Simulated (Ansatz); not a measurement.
## As_Br in CsLi2Br3 (Immm): charge-transition levels and formation energies

Wanted: the transition levels of a substitutional impurity in CsLi2Br3 (Immm), from a cell of 72 host atoms with 1 Br taken out and 1 As put in.

Program: Ansatz 0.2.0. Level of theory: place-levels on PBEsol runs: charge-transition levels and formation energies with image-charge correction and potential alignment at the atomic sites. Results are calculated unless marked as measured.

## (1) Starting point

The cell holds 72 atoms: 12 Cs, 24 Li, 35 Br and 1 As. Cell: a = 13.853 Å, b = 11.980 Å, c = 13.179 Å, α = 90.0°, β = 90.0°, γ = 67.3°. It derives from CsLi2Br3 (space group Immm). Nearest the centre at fractional (0.667, 0.500, 0.500): As69 at 0.00 Å, Li53 at 2.53 Å, Li57 at 2.53 Å, Cs26 at 3.60 Å, Cs52 at 3.60 Å, Cs50 at 3.60 Å, Cs28 at 3.60 Å, Br66 at 3.99 Å.

Coordinates:

```xyz
72
Lattice="13.8531 0.0000 0.0000 4.6177 11.0537 0.0000 0.0000 0.0000 13.1792" Properties=species:S:1:pos:R:3 pbc="T T T"
Cs    2.3089    5.5269    0.0000
Cs    4.6177    8.2903    6.5896
Cs    2.3089    0.0000    0.0000
Cs    4.6177    2.7634    6.5896
Li    2.3089    5.5269    4.0586
Li    4.6177    8.2903   10.6482
Li    2.3089    0.0000    4.0586
Li    4.6177    2.7634   10.6482
Li    2.3089    5.5269    9.1205
Li    4.6177    8.2903    2.5310
Li    2.3089    0.0000    9.1205
Li    4.6177    2.7634    2.5310
Br    0.0000    0.0000   10.3044
Br    2.3089    2.7634    3.7148
Br    4.6177    5.5269   10.3044
Br    6.9266    8.2903    3.7148
Br    0.0000    0.0000    2.8748
Br    2.3089    2.7634    9.4643
Br    4.6177    5.5269    2.8748
Br    6.9266    8.2903    9.4643
Br    2.3089    5.5269    6.5896
Br    4.6177    8.2903    0.0000
Br    2.3089    0.0000    6.5896
Br    4.6177    2.7634    0.0000
Cs    6.9266    5.5269    0.0000
Cs    9.2354    8.2903    6.5896
Cs    6.9266    0.0000    0.0000
Cs    9.2354    2.7634    6.5896
Li    6.9266    5.5269    4.0586
Li    9.2354    8.2903   10.6482
Li    6.9266    0.0000    4.0586
Li    9.2354    2.7634   10.6482
Li    6.9266    5.5269    9.1205
Li    9.2354    8.2903    2.5310
Li    6.9266    0.0000    9.1205
Li    9.2354    2.7634    2.5310
Br    4.6177    0.0000   10.3044
Br    6.9266    2.7634    3.7148
Br    9.2354    5.5269   10.3044
Br   11.5443    8.2903    3.7148
Br    4.6177    0.0000    2.8748
Br    6.9266    2.7634    9.4643
Br    9.2354    5.5269    2.8748
Br   11.5443    8.2903    9.4643
Br    6.9266    5.5269    6.5896
Br    9.2354    8.2903    0.0000
Br    6.9266    0.0000    6.5896
Br    9.2354    2.7634    0.0000
Cs   11.5443    5.5269    0.0000
Cs   13.8531    8.2903    6.5896
Cs   11.5443    0.0000    0.0000
Cs   13.8531    2.7634    6.5896
Li   11.5443    5.5269    4.0586
Li   13.8531    8.2903   10.6482
Li   11.5443    0.0000    4.0586
Li   13.8531    2.7634   10.6482
Li   11.5443    5.5269    9.1205
Li   13.8531    8.2903    2.5310
Li   11.5443    0.0000    9.1205
Li   13.8531    2.7634    2.5310
Br    9.2354    0.0000   10.3044
Br   11.5443    2.7634    3.7148
Br   13.8531    5.5269   10.3044
Br   16.1620    8.2903    3.7148
Br    9.2354    0.0000    2.8748
Br   11.5443    2.7634    9.4643
Br   13.8531    5.5269    2.8748
Br   16.1620    8.2903    9.4643
As   11.5443    5.5269    6.5896
Br   13.8531    8.2903    0.0000
Br   11.5443    0.0000    6.5896
Br   13.8531    2.7634    0.0000
```

Known beforehand: the electronic dielectric constant, (3.11, 3.22, 3.04), and the static one, (6.58, 24.18, 6.70), from a response run on this crystal (DFPT, PBEsol) at that run's own cell.

The cell's shortest repeat is 12.0 Å.

## (2) The runs of each charge state

Levels follow from differences of total energies between charge states, each relaxed by itself.

Each atom starts 0.05 Å or so off its site in a random direction: a symmetric start keeps its symmetry, and would miss off-centre moves and Jahn–Teller distortions. Forces are taken at one point at (¼, ¼, ¼). The cell holds 2 electrons more than the neutral one, with a uniform background that keeps it neutral on the whole.

The sampling was tested on the host first: at the k-points planned (1x1x1 shifted 0.25 0.25 0.25) its energy lies 0.002 eV an atom from the dense-mesh value, under the bound of 0.02 eV set for this test; that bounds the host's error, not the defect's.

One of the inputs; charge, spin and start change from state to state.

Input file qm2.relax/input.yaml:

```yaml
crystal:
  lattice:
    - [4.61771326, 0.0, 0.0]
    - [4.61771326, 11.05374873, 0.0]
    - [0.0, 0.0, 13.17917308]
  atoms:
    - { symbol: Cs, position: [0.0, 0.5, 0.0] }
    - { symbol: Cs, position: [0.25, 0.75, 0.5] }
    - { symbol: Cs, position: [0.5, 0.0, 0.0] }
    - { symbol: Cs, position: [0.75, 0.25, 0.5] }
    - { symbol: Li, position: [0.0, 0.5, 0.30795831] }
    - { symbol: Li, position: [0.25, 0.75, 0.80795831] }
    - { symbol: Li, position: [0.5, 0.0, 0.30795831] }
    - { symbol: Li, position: [0.75, 0.25, 0.80795831] }
    - { symbol: Li, position: [0.0, 0.5, 0.69204169] }
    - { symbol: Li, position: [0.25, 0.75, 0.19204169] }
    - { symbol: Li, position: [0.5, 0.0, 0.69204169] }
    - { symbol: Li, position: [0.75, 0.25, 0.19204169] }
    - { symbol: Br, position: [0.0, 0.0, 0.78187158] }
    - { symbol: Br, position: [0.25, 0.25, 0.28187158] }
    - { symbol: Br, position: [0.5, 0.5, 0.78187158] }
    - { symbol: Br, position: [0.75, 0.75, 0.28187158] }
    - { symbol: Br, position: [0.0, 0.0, 0.21812842] }
    - { symbol: Br, position: [0.25, 0.25, 0.71812842] }
    - { symbol: Br, position: [0.5, 0.5, 0.21812842] }
    - { symbol: Br, position: [0.75, 0.75, 0.71812842] }
    - { symbol: Br, position: [0.0, 0.5, 0.5] }
    - { symbol: Br, position: [0.25, 0.75, 0.0] }
    - { symbol: Br, position: [0.5, 0.0, 0.5] }
    - { symbol: Br, position: [0.75, 0.25, 0.0] }
  supercell: [3, 1, 1]
  defects: [{ substitution: { at: 68, symbol: As } }]
total_charge: -2
basis:
  ecutwfc: 420
  xc_grid: 2
hamiltonian:
  xc: pbesol
kpoints:
  mp_grid: { grid: [1, 1, 1], shift: [0.25, 0.25, 0.25] }
scf:
  occupations: { method: fixed }
  max_iter: 80
output:
  forces: true
  charged_corrections: { epsilon: [3.11, 3.22, 3.04], static_epsilon: [6.58, 24.18, 6.7] }
relax:
  f_tol: 0.02
  max_steps: 80
  random_displacement: { amplitude: 0.05, seed: 8464 }
checkpoint:
  write: "../qm2.relax.run"
  compress: false
  write_wavefunctions: true
  write_every: 100000
```

Command:

```sh
$ ansatz run input.yaml --threads 4 --pin off --max-ram 14131MiB --backend cpu --events-out ev --progress --plain --runs-dir out
```

The relaxed structure is kept and the sampling changed to a 2×2×2 shifted mesh.

The run of this state that the levels use, under PBEsol:

Input file qm2.point/input.yaml:

```yaml
crystal:
  checkpoint: "../qm2.relax.run"
  host: checkpoint
total_charge: -2
basis:
  ecutwfc: 420
  xc_grid: 2
hamiltonian:
  xc: pbesol
kpoints:
  mp_grid: { grid: [2, 2, 2], shift: [0.5, 0.5, 0.5] }
scf:
  occupations: { method: fermi_dirac, width: 0.01 }
  max_iter: 80
output:
  forces: true
  eigenvalues: true
  charged_corrections:
    epsilon: [3.11, 3.22, 3.04]
    static_epsilon: [6.58, 24.18, 6.7]
    defect_position: [0.666667, 0.5, 0.5]
  eigenstates: { localisation: true }
  populations: true
checkpoint:
  read: "../qm2.relax.run"
  write: "../qm2.point.run"
  compress: false
  write_wavefunctions: false
  write_every: 100000
```

Relaxations under PBEsol at one point at (¼, ¼, ¼); times on 4 threads of Arm Neoverse V2, shared host:

```
charge  moment (μB)  occupations        outcome  steps  largest displacement against the far atoms (Å)     time
    −2            0        fixed      converged      6                                            0.28    3 min
    −1            1        fixed      converged      5                                            0.22  6.8 min
     0            0        fixed  not converged      1                                               -  3.5 min
     0            0  fermi-dirac      converged      4                                            0.05  2.6 min
     0            2        fixed      converged      4                                            0.06    4 min
```

Single points under PBEsol at a 2×2×2 shifted mesh; times on 4 threads of Arm Neoverse V2, shared host:

```
charge  moment (μB)  occupations    outcome     time
    −2            0  fermi-dirac  converged  3.4 min
    −1            1  fermi-dirac  converged    8 min
     0            0  fermi-dirac  converged  4.1 min
     0            2  fermi-dirac  converged  8.5 min
```

Distances (Å) from As69 to the nearest atoms after relaxation with PBEsol:

```
charge  moment (μB)       1.       2.       3.       4.       5.       6.
    −2            0  Li 2.36  Li 2.36  Cs 3.37  Cs 3.38  Cs 3.38  Cs 3.38
    −1            1  Li 2.46  Li 2.46  Cs 3.40  Cs 3.40  Cs 3.52  Cs 3.52
     0            0  Li 2.57  Li 2.57  Cs 3.63  Cs 3.63  Cs 3.63  Cs 3.63
     0            2  Li 2.59  Li 2.59  Cs 3.63  Cs 3.64  Cs 3.64  Cs 3.64
```

## (3) place-levels, PBEsol

A charged cell interacts with its images and the background, and its potential has another zero than the host's. place-levels removes the first by a point-charge model, screened by the static dielectric constant since the ions have relaxed around the charge, and the second by comparing potentials at atoms far from the defect.

The host is a run of the defect-free crystal in the same cutoffs, grids and k-points, so that basis and sampling errors cancel in part in the differences. Its band edges come from a run of the primitive cell that searches the zone for them. The host is run in a cell of 24 atoms on a matching mesh. Chemical potentials are energies per atom of Br (solid Br2 (Cmce)) and As (grey arsenic (A7)), run with the same functional and cutoff.

Input file levels.point.yaml:

```yaml
host:
  run: host.point.run
  levels_from: { run: edges.point.run }
states: [qm2.point.run, qm1_M1.point.run, q0.point.run, q0_M2.point.run]
geometry_from:
  qm2.point.run: qm2.relax.run
  qm1_M1.point.run: qm1_M1.relax.run
  q0.point.run: q0.relax_smeared.run
  q0_M2.point.run: q0_M2.relax.run
  host.point.run: host.relax.run
chemical_potentials:
  Br:
    energy: -2736.47272
    dataset: "<sha256 of the dataset>"
  As:
    energy: -4813.023712
    dataset: <sha256 of the dataset>
epsilon: [3.11, 3.22, 3.04]
static_epsilon: [6.58, 24.18, 6.7]
vertical:
  - { from: qm2.point.run, to: qm2.point_neutral.run }
  - { from: qm1_M1.point.run, to: qm1_M1.point_neutral.run }
```

Command:

```sh
$ ansatz place-levels levels.point.yaml -- --threads 4 --pin off --max-ram 14131MiB
```

Numbers of over 12 decimals in the logs are rounded to 6 here.

What it wrote:

```text
[... repeated set-up lines and file paths are left out, and long positions are rounded to six places ...]
(0/-1) 2.617 eV above the valence edge, 1.697 eV under the conduction edge
(-1/-2) 3.747 eV above the valence edge, 0.567 eV under the conduction edge
formation energy of charge 0: +4.575 eV with the Fermi level at the valence edge
formation energy of charge -1: +7.192 eV with the Fermi level at the valence edge
formation energy of charge -2: +10.939 eV with the Fermi level at the valence edge
vertical -2 to 0: no energy, since no alignment is typed
  the change from vertical[0].from (qm2.point.run) to vertical[0].to (qm2.point_neutral.run): by its potential at epsilon [3.11, 3.22, 3.04] it stands at 0.667 0.500 0.500, with an rms radius of about 2.2 Å (1.3 1.5 1.0 Å across the planes of the cell's [...]
vertical -1 to 0: no energy, since no alignment is typed
  the change from vertical[1].from (qm1_M1.point.run) to vertical[1].to (qm1_M1.point_neutral.run): by its potential at epsilon [3.11, 3.22, 3.04] it stands at 0.667 0.499 0.500, with an rms radius of about 1.8 Å (1.1 1.1 0.9 Å across the planes of the cell's [...]
  edges by pbesol of host.levels_from (edges.point.run), its mesh sampled to repeats of 36.94 Å (the valence edge +0.099 eV and the conduction edge -0.350 eV from those of the host's own run), gap 4.314 eV; the host is sampled to repeats of 28.81 Å
  the defect's cells are sampled to repeats of 28.81 Å, like sampling
  charge 0: +0.000 eV for its dipole among its images, +0.000 omitted
  charge -1: -172599.2887 eV with its correction of +0.154 eV, at epsilon [6.58, 24.18, 6.7], aligned at sites: -0.0100 eV, mean over 41 atomic sites at or beyond 5.99 Å from the defect at [0.6667, 0.5000, 0.5000], with -0.000240 for the charge's moments and [...]
  charge -2: -172593.2693 eV with its correction of +0.619 eV, at epsilon [6.58, 24.18, 6.7], aligned at sites: -0.0218 eV, mean over 41 atomic sites at or beyond 5.99 Å from the defect at [0.6667, 0.5000, 0.5000], with +0.016813 for the charge's moments and [...]
  charge 0: states[2] (q0.point.run) stands 0.702 eV higher, with a moment of 0.00 μB against 2.00
  states[2] (q0.point.run): levels filled in part (TS 0.020 eV): its energy is of no whole electron's
  of states[1] (qm1_M1.point.run): its displacements don't fall off away from the defect: farther atoms stand 0.023 Å off the host's places. [...]
  of states[0] (qm2.point.run): it parts from the run that its charge is read beside by 2 carriers, of which the mean alone is read, by its potential at epsilon [3.11, 3.22, 3.04], taken for that of held ions (one typed too small widens it): that is narrow, [...]
  of vertical[0].from (qm2.point.run): its displacements don't fall off away from the defect: farther atoms stand 0.064 Å off the host's places. [...]
  vertical[0].to (qm2.point_neutral.run): levels filled in part (TS 0.019 eV): its energy is of no whole electron's
  of vertical[0].to (qm2.point_neutral.run): its displacements don't fall off away from the defect: farther atoms stand 0.064 Å off the host's places. [...]
  of vertical[1].from (qm1_M1.point.run): its displacements don't fall off away from the defect: farther atoms stand 0.023 Å off the host's places. [...]
  vertical[1].to (qm1_M1.point_neutral.run): levels filled in part (TS 0.020 eV): its energy is of no whole electron's
  of vertical[1].to (qm1_M1.point_neutral.run): its displacements don't fall off away from the defect: farther atoms stand 0.023 Å off the host's places. [...]
```

Elapsed: 0.47 s, on 4 threads of Arm Neoverse V2, shared host.

Levels between the charges placed, in eV above the valence top:

```
        gap (eV)  (0/−1)  (−1/−2)
PBEsol      4.31    2.62     3.75
```

Corrections by state:

```csv
charge,moment (μB),image terms and alignment (eV),band filling (eV),ε used,"over the lowest of its charge, as the program ranks them, band filling apart (eV)"
0,2.0,0.000,-,-,0.000
−1,1.0,0.154,-,"principal values (6.58, 6.70, 24.18)",0.000
−2,0.0,0.619,-,"principal values (6.58, 6.70, 24.18)",0.000
0,0.0,0.000,-,-,0.702
```

The charged structures listed were also run neutral, and place-levels reads from each pair, by the potential or the spins, how wide the charge is by which they differ; that can be the carrier of either run.

```
charge  rms radius (Å)  spread where it is widest against the cell (Å)  wide from (Å)  reading
    −1             1.8                                            1.14           1.91   narrow
    −2             2.2                                            1.51           1.91   narrow
```

The neutral runs of these pairs need not share the spin of the lowest neutral state, and very wide values only mean spread over the cell.

From the program's caveats on the states, each cut to its opening words:

- charge −1 (1 μB): its displacements don't fall off away from the defect: farther atoms stand 0.023 Å off the host's places
- charge −2: it parts from the run that its charge is read beside by 2 carriers, of which the mean alone is read, by its potential at epsilon [3.11, 3.22, 3.04], taken for [...]
- charge −2: its alignment with the host at atomic sites is doubtful: the mean over the far sites moves by -0.0704 eV from their farther parts to their nearer, more than [...]
- charge −2: its displacements don't fall off away from the defect: farther atoms stand 0.064 Å off the host's places

Chemical potentials of the elements' reference phases, run alike. Formation energy by charge state (elemental references; gap 4.31 eV):

| charge | at valence top (eV) | at conduction bottom (eV) | correction included (eV) |
| --- | --- | --- | --- |
| 0 | 4.58 | 4.58 | 0.00 |
| −1 | 7.19 | 2.88 | 0.15 |
| −2 | 10.94 | 2.31 | 0.62 |

Fermi level (eV), lowest formation energy (eV) and a bar from the least value:
```
     0.00       4.58 ##############################
     0.39       4.58 ##############################
     0.78       4.58 ##############################
     1.18       4.58 ##############################
     1.57       4.58 ##############################
     1.96       4.58 ##############################
     2.35       4.58 ##############################
     2.75       4.45 ############################
     3.14       4.05 #######################
     3.53       3.66 ##################
     3.92       3.10 ##########
     4.31       2.31
```

## (4) What came out

```
gap of the host                                                             : 4.31 eV (PBEsol)
level (0/minus 1)                                                           : 2.62 eV above the valence top
level (minus 1/minus 2)                                                     : 3.75 eV above the valence top
lowest of the charges placed, just above the valence top (0.02 eV)          : 0
lowest of the charges placed, just below the conduction bottom (0.02 eV)    : −2
lowest formation energy at mid-gap of the charges run, elemental references : 4.58 eV
```

Of the charges placed (−2, −1 and 0), the lowest changes at 2.62 eV (0/−1) and 3.75 eV (−1/−2) above the valence top, in a gap of 4.31 eV. Charges above 0 and below −2 were not placed, so these runs say nothing of levels that involve them. States placed: 0 at 2 μB and 0 μB; −1 at 1 μB; −2 at 0 μB. Other spin states or structures, where not listed, weren't placed. As is taken at its element; compounds, which aren't counted here, bound the chemical potentials and would shift these formation energies. The program doubts the alignment of potentials for at least one state, a sign that the cell is small. Keep in mind: PBEsol makes the gap too small and tends to spread out bound carriers; spin–orbit coupling, which can matter with heavy atoms, is left out.

[Logs are printed without paths, hosts, clocks, repeated set-up lines and the standing remarks that a program may print on its own settings, such as how far it seeks lower states.]

[Hosts, paths, dates, database ids (printed as entryN), source tags and the programs' standing remarks are cut or masked in the printed files.]

[Where a table of states has a column of steps, it counts the stored structures, which are thinned; the runs took as many ionic steps or more.]

[A defect's name tells the site on which it was built; relaxed atoms can leave that site.]

[For some hosts the program warned that the k-mesh of the response run may be too coarse for force constants and the static dielectric constant; such warnings are not shown here.]
